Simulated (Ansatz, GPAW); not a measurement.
**Dielectric function and optical constants of CoAsS3 (model structure)**

Aim: the dielectric function of CoAsS3 (model structure), and the optical constants that follow from it. The structure is a model built here, which may or may not match a known phase. It was built so: All Bi replaced by As and O replaced by S in the P4mm structure of CoBiO3. The cell is first relaxed with Ansatz.

Main program and level: GPAW 26.7.0; DFT, LDA, plane-wave PAW (GPAW data sets), scalar-relativistic, RPA, optical limit.

Report form: the programs' logs are mostly left out.

**1. The structure**

It takes space group P4mm (No. 99, tetragonal). Conventional cell: a = 4.349 Å, b = 4.349 Å, c = 4.696 Å, α = 90.00°, β = 90.00°, γ = 90.00°. As has 4 S at 2.74 Å nearest. Nearest to Co lie 6 S at 2.16 to 2.53 Å. Nearest to S lie 2 Co at 2.20 Å. Nearest to S lie 2 Co at 2.16 to 2.53 Å. All Bi replaced by As and O replaced by S in the P4mm structure of CoBiO3. Farther neighbours and most contacts between anions are not listed.

**2. Relaxation**

Spectra hang on bond lengths, so the cell is first brought to its minimum.

This step: DFT, LDA, plane-wave PAW, default files, scalar-relativistic, relaxation (Ansatz 0.2.0).

input.yaml reads:

```yaml
crystal:
  lattice:
    - [4.34939303, 0.0, 0.0]
    - [0.0, 4.34939303, 0.0]
    - [0.0, 0.0, 4.69551429]
  atoms:
    - { symbol: As, position: [0.0, 0.0, 0.05095533] }
    - { symbol: Co, position: [0.5, 0.5, 0.62280656], spin: 2.0 }
    - { symbol: S, position: [0.0, 0.5, 0.69608487] }
    - { symbol: S, position: [0.5, 0.5, 0.16257231] }
    - { symbol: S, position: [0.5, 0.0, 0.69608487] }
magnetization:
  spin_polarized: true
kpoints:
  mp_grid: { grid: [5, 5, 5] }
scf:
  occupations: { method: fermi_dirac, width: 0.05 }
hamiltonian:
  xc: lda
output:
  forces: true
  stress: true
relax:
  f_tol: 0.02
  max_steps: 50
  cell: {}
```

Run with:

```console
$ ansatz run input.yaml --threads 1 --pin off --max-ram 4096MiB --backend cpu --events-out ev --progress --plain --runs-dir out
```

The job ended after 3.3 min (1 thread of Arm Neoverse V2, shared host; peak memory 0.37 GiB).

Step by step:

```tsv
step	energy less that of the first step (eV)	largest force component (eV/Å)	pressure (GPa)	volume (Å³)
1	0.0000	2.1680	-8.27	88.83
2	-0.8096	0.8136	-2.63	84.91
3	-0.8414	0.9228	2.09	83.11
4	-0.8923	0.3887	1.31	83.29
5	-0.9303	0.1612	0.35	84.71
6	-0.9520	0.4584	-1.74	87.33
7	-0.9335	0.6063	-0.80	88.70
8	-0.9721	0.0555	-0.06	86.97
9	-0.9728	0.0296	0.22	86.73
10	-0.9729	0.0153	-0.03	86.98
11	-0.9729	0.0114	-0.02	86.92
12*	-0.9769	0.0154	0.09	86.92
13	-0.9772	0.0055	-0.01	87.17
14*	-0.9772	0.0055	-0.01	87.17
```

Relaxation steps marked * repeat the geometry before them on a plane-wave basis chosen anew for their cell, so energy and pressure can jump there. Relaxation step 7 was tried and not accepted.

Forces are held to the 8 operations that the run works with; a distortion that breaks them can't arise in this run.

```tsv
conventional cell, symmetrised	before	after	change
a (Å)	4.349	4.122	-5.2 %
b (Å)	4.349	4.122	-5.2 %
c (Å)	4.696	5.131	+9.3 %
volume (Å³/atom)	17.77	17.43	-1.9 %
```

The atoms that moved most (Å, as changes of fractional coordinates times the final cell):

```tsv
atom	dx	dy	dz	length
As1	0.000	0.000	-0.337	0.337
S3	0.000	0.000	0.171	0.171
S5	0.000	0.000	0.171	0.171
Co2	0.000	0.000	-0.143	0.143
S4	0.000	0.000	0.139	0.139
```

Final coordinates:

```cif
data_structure
_symmetry_space_group_name_H-M 'P 1'
_symmetry_Int_Tables_number 1
_cell_length_a 4.1218
_cell_length_b 4.1218
_cell_length_c 5.1306
_cell_angle_alpha 90.000
_cell_angle_beta 90.000
_cell_angle_gamma 90.000
_cell_volume 87.17
loop_
_atom_site_label
_atom_site_type_symbol
_atom_site_fract_x
_atom_site_fract_y
_atom_site_fract_z
_atom_site_occupancy
As1 As 0.00000 0.00000 0.98523 1
Co2 Co 0.50000 0.50000 0.59495 1
S3 S 0.00000 0.50000 0.72936 1
S4 S 0.50000 0.50000 0.18960 1
S5 S 0.50000 0.00000 0.72936 1
```

The relaxation ends with a largest force component of 0.0055 eV/Å and a pressure of -0.01 GPa. The starting moments have collapsed: the run ends non-magnetic.

**3. Ground state**

First the ground state: is it a metal or has it a gap?

This step: DFT, LDA, plane-wave PAW (GPAW data sets), scalar-relativistic, ground state (GPAW 26.7.0).

gs.py reads:

```python
from ase import Atoms
from ase.dft.bandgap import bandgap
from gpaw import GPAW, PW, FermiDirac

atoms = Atoms(['As', 'Co', 'S', 'S', 'S'],
              cell=[[4.12183411, 0.00000000, 0.00000000],
                    [0.00000000, 4.12183411, 0.00000000],
                    [0.00000000, 0.00000000, 5.13064714]],
              scaled_positions=[[1.00000000, 0.00000000, 0.98523299],
                                [0.50000000, 0.50000000, 0.59495066],
                                [0.00000000, 0.50000000, 0.72936195],
                                [0.50000000, 0.50000000, 0.18959638],
                                [0.50000000, 0.00000000, 0.72936195]],
              pbc=[True, True, True])
atoms.set_initial_magnetic_moments([0.0, 2.0, 0.0, 0.0, 0.0])
atoms.calc = GPAW(mode=PW(500), xc='LDA', kpts={'size': (6, 6, 5), 'gamma': True},
                  occupations=FermiDirac(0.05), maxiter=150, txt='gs.txt')
print('energy (eV)', atoms.get_potential_energy())
print('Fermi level (eV)', atoms.calc.get_fermi_level())
print('valence electrons', atoms.calc.get_number_of_electrons())
print('gap (eV)', bandgap(atoms.calc, output=None)[0])
print('direct gap (eV)', bandgap(atoms.calc, direct=True, output=None)[0])
print('moments', atoms.get_magnetic_moments().round(3).tolist())
atoms.calc.write('gs.gpw')
```

Run with:

```console
$ OMP_NUM_THREADS=1 python gs.py
```

Run time: 82 s. Hardware: 1 thread; peak memory 0.23 GiB.

Numbers from this step:

```
energy       : -29.09 eV
Fermi energy : 6.647 eV
electrons    : 32
```

There are states at the Fermi level within the smearing, so the occupations stay smeared and the carriers get a Drude term.

**4. Bands for the response**

The response needs many more empty bands than the density does.

This step: DFT, LDA, plane-wave PAW (GPAW data sets), scalar-relativistic, bands at fixed density (GPAW 26.7.0).

nscf.py reads:

```python
from ase.dft.bandgap import bandgap
from gpaw import GPAW, FermiDirac

calc = GPAW('gs.gpw').fixed_density(kpts={'size': (8, 8, 6), 'gamma': True}, nbands=52, convergence={'bands': 46},
                                    occupations=FermiDirac(0.05), txt='nscf.txt')
print('gap (eV)', bandgap(calc, output=None)[0])
print('direct gap (eV)', bandgap(calc, direct=True, output=None)[0])
print('top band over the Fermi level (eV)', min(calc.get_eigenvalues(kpt=k)[45] for k in range(len(calc.get_ibz_k_points()))) - calc.get_fermi_level())
calc.write('full.gpw', mode='all')
```

Run with:

```console
$ OMP_NUM_THREADS=1 python nscf.py
```

Wall time 8 min (1 thread); peak memory 0.45 GiB.

**5. Dielectric function, RPA**

Transitions between filled and empty bands, summed over the zone, give the optical response, so mesh, band count and broadening shape it.

The induced potential is part of this response.

This step: DFT, LDA, plane-wave PAW (GPAW data sets), scalar-relativistic, RPA, optical limit (GPAW 26.7.0).

df.py reads:

```python
from gpaw.response.df import DielectricFunction

df = DielectricFunction('full.gpw', frequencies={'type': 'nonlinear', 'domega0': 0.03, 'omega2': 8},
                        ecut=50,
                        eta=0.2,
                        nbands=46,
                        rate=0.1,
                        txt='df.txt')
for direction in ['x', 'z']:
    df.get_dielectric_function(xc='RPA', direction=direction, filename=f'df_{direction}.csv')
```

Run with:

```console
$ OMP_NUM_THREADS=1 python df.py
```

Elapsed: 54 s, on 1 thread; peak memory 0.43 GiB.

Some rows of df_x.csv (energy; Re and Im without local fields; Re and Im with them):

```text
0.000000, 565.601205, 0.000000, 564.418092, 0.000000
0.555532, 18.283302, 52.708417, 17.266873, 52.330788
1.143969, -1.124576, 19.704818, -1.923287, 19.451712
1.768324, 8.612300, 14.178577, 7.707866, 13.743714
2.431988, 7.771748, 17.235513, 6.913692, 16.483320
3.138794, 3.579966, 17.117975, 3.114253, 15.990249
3.893091, -3.497853, 14.081186, -3.232013, 13.428583
4.699832, -3.245588, 8.306836, -3.238757, 7.876312
5.564682, -2.615984, 5.479633, -2.709100, 5.224794
6.494155, -1.396026, 3.859735, -1.707715, 3.577706
7.495775, -0.038515, 3.960219, -0.279714, 3.317914
8.578281, -0.567834, 4.619327, -0.323000, 3.928723
9.751884, -1.262924, 3.465297, -1.048986, 3.051529
11.028587, -1.335695, 2.340727, -1.148544, 2.092194
12.422601, -1.073072, 2.175683, -0.720640, 1.716540
13.950874, -1.140377, 1.408353, -0.674500, 1.296450
15.633783, -0.805852, 0.852908, -0.415048, 0.836207
17.496047, -0.433796, 0.521789, -0.187866, 0.596386
19.567954, -0.178164, 0.337641, 0.070866, 0.505464
```

Sum at mesh points, not converged in k. Im ε against photon energy; read off at these points:

```tsv
photon energy (eV)	E ∥ x	E ∥ z
1.0	27.3	31.2
2.0	14.2	10.6
3.0	16.0	9.35
3.4	16.8	8.85
4.0	12.4	7.41
5.0	7.09	3.35
6.0	4.52	2.06
7.0	3.20	3.49
8.0	3.31	3.63
9.0	3.86	3.66
10.0	3.11	3.50
11.0	2.11	3.27
12.0	1.71	2.42
13.0	1.56	1.99
14.0	1.28	1.67
15.0	0.967	1.35
16.0	0.812	1.13
17.0	0.645	0.929
18.0	0.543	0.817
19.0	0.480	0.740
```

Values under 1 per cm are given as 1; sum at mesh points, not converged in k. Absorption coefficient against photon energy:

```tsv
photon energy (eV)	E ∥ x (1/cm)	E ∥ z (1/cm)
1.01	4.1e5	4.3e5
1.99	4.0e5	5.0e5
3.02	7.8e5	6.4e5
3.98	1.2e6	8.5e5
4.98	1.2e6	8.2e5
6.02	1.2e6	5.1e5
6.99	1.0e6	7.4e5
8.03	1.0e6	9.4e5
9.02	1.4e6	1.1e6
10.03	1.5e6	1.3e6
11.03	1.5e6	1.5e6
12.02	1.4e6	1.5e6
13.00	1.5e6	1.5e6
14.04	1.5e6	1.5e6
14.96	1.4e6	1.4e6
16.03	1.3e6	1.4e6
16.96	1.2e6	1.3e6
18.05	1.0e6	1.2e6
18.97	9.4e5	1.2e6
```

Sum at mesh points, not converged in k. Table of loss function −Im 1/ε at q → 0 by energy loss; read off at these points:

```tsv
energy loss (eV)	E ∥ x	E ∥ z
0.50	0.0169	0.0201
1.00	0.0357	0.0316
1.50	0.0643	0.0612
2.00	0.0515	0.0933
2.50	0.0528	0.102
3.00	0.0594	0.106
3.50	0.0608	0.119
4.00	0.0739	0.130
4.50	0.0967	0.160
5.00	0.115	0.250
5.50	0.145	0.389
6.00	0.178	0.429
6.50	0.229	0.252
7.00	0.286	0.237
7.50	0.299	0.246
8.00	0.301	0.251
8.50	0.254	0.248
9.00	0.252	0.265
9.50	0.275	0.302
10.00	0.295	0.281
10.50	0.296	0.296
11.00	0.365	0.303
11.50	0.429	0.339
12.00	0.473	0.380
12.50	0.496	0.429
13.00	0.498	0.471
13.50	0.570	0.519
14.00	0.609	0.544
14.50	0.685	0.641
15.00	0.756	0.693
15.50	0.926	0.707
16.00	1.03	0.820
16.50	1.12	0.896
17.00	1.35	1.02
17.50	1.53	1.16
18.00	1.77	1.21
18.50	1.89	1.32
19.00	2.08	1.34
19.09	2.09	1.39
19.50	1.96	1.47
```

Sum at mesh points, not converged in k. The Im ε, E ∥ x by photon energy; read off at these points:

```tsv
photon energy (eV)	without local fields	with local fields
0.50	53.1	52.8
1.00	27.6	27.3
1.50	13.3	13.0
2.00	14.7	14.2
2.50	17.2	16.4
3.00	17.1	16.0
3.38	18.0	16.8
3.50	17.5	16.4
4.00	12.9	12.4
4.50	8.97	8.61
5.00	7.38	7.09
5.50	5.66	5.42
6.00	4.73	4.52
6.50	3.85	3.57
7.00	3.67	3.20
7.50	3.96	3.32
8.00	4.06	3.31
8.50	4.67	3.93
9.00	4.42	3.86
9.50	3.67	3.27
10.00	3.58	3.11
10.50	2.76	2.52
11.00	2.36	2.11
11.50	2.29	1.95
12.00	2.14	1.71
12.50	2.15	1.71
13.00	1.83	1.56
13.50	1.60	1.40
14.00	1.38	1.28
14.50	1.18	1.13
15.00	1.02	0.967
15.50	0.880	0.847
16.00	0.747	0.812
16.50	0.644	0.747
17.00	0.569	0.645
17.50	0.521	0.596
18.00	0.471	0.543
18.50	0.411	0.525
19.00	0.394	0.480
19.50	0.347	0.499
```

Sum at mesh points, not converged in k. The reflectivity at normal incidence by photon energy; read off at these points:

```tsv
photon energy (eV)	E ∥ x (%)	E ∥ z (%)
0.50	64.7	72.7
1.00	61.6	62.7
1.50	41.4	55.4
2.00	42.5	45.7
2.50	45.7	40.2
3.00	46.7	39.7
3.50	50.9	41.4
4.00	52.9	41.8
4.50	51.5	43.4
5.00	49.6	38.1
5.50	47.0	25.4
6.00	43.6	13.7
6.50	40.0	14.5
7.00	33.1	18.9
7.50	27.4	18.8
8.00	24.4	21.0
8.50	28.8	21.6
9.00	31.7	23.0
9.50	34.3	21.6
10.00	32.8	23.3
10.50	39.5	25.6
11.00	36.5	27.4
11.50	32.6	27.6
11.87	34.0	30.3
12.00	32.9	30.0
12.50	31.0	28.2
13.00	33.8	27.0
13.50	32.2	27.2
14.00	32.8	27.6
14.50	32.5	25.8
15.00	34.3	24.8
15.50	31.8	24.8
16.00	29.5	25.0
16.50	29.7	24.9
17.00	28.6	23.5
17.50	26.9	22.3
18.00	24.5	20.0
18.50	22.1	18.8
19.00	19.8	19.4
19.50	16.7	18.1
```

From ε follow the optical constants at some laser and lamp lines:

```tsv
wavelength (nm)	n x	k x	R (%) x	1/α x	n z	k z	R (%) z	1/α z
1550	4.65	4.644	65.2	27 nm	4.10	4.406	63.9	28 nm
1064	2.94	3.173	54.0	27 nm	3.19	4.144	63.3	20 nm
800	3.26	2.013	41.2	32 nm	2.42	3.049	53.9	21 nm
633	3.53	1.978	42.2	25 nm	2.17	2.516	47.0	20 nm
365	2.99	2.802	49.7	10 nm	2.02	2.194	42.0	13 nm
308	2.11	2.875	52.9	8.5 nm	1.73	2.117	42.0	12 nm
193	1.07	1.721	40.9	8.9 nm	1.57	0.824	13.8	19 nm
```

In reflection the computed colour is light grey: x = 0.314, y = 0.329, luminous reflectivity 43 %.

**6. What came out**

In words: At this level (LDA, RPA) CoAsS3 is a metal. The mesh is too coarse to trust the carriers' weight, the reflectivity or the colour to better than tens of per cent. The cell shrank by 1.9 % in volume. In reflection the computed colour is light grey: x = 0.314, y = 0.329, luminous reflectivity 43 %. The carriers' damping of 0.1 eV is typed, not computed; it shapes the response at the lowest energies. The magnetic state comes from one start and need not be the lowest. The curves end at 20 eV, about where the summed bands run out. In this version of GPAW the matrix elements of the optical limit are incomplete, which can lower ε − 1 by up to a tenth where first-row anions or d states rule, and shift it by more in d metals. GPAW's carrier term has the form −ωp²/(ω + i·rate)², which damps like twice the rate and fails at low energy, so the curves leave the lowest energies out. The sum runs over mesh points 0.20 Å⁻¹ apart with no interpolation, so peaks are partly noise of the mesh, and the Drude plasma energy, a sum over the Fermi surface, isn't converged.

[Machine, clock and banner lines and Python warnings are left out of the logs.]

[Logs are printed without paths, hosts, clocks, repeated set-up lines and the standing remarks that a program may print on its own settings, such as how far it seeks lower states.]

[Hosts, paths, dates, database ids (printed as entryN), source tags and the programs' standing remarks are cut or masked in the printed files.]
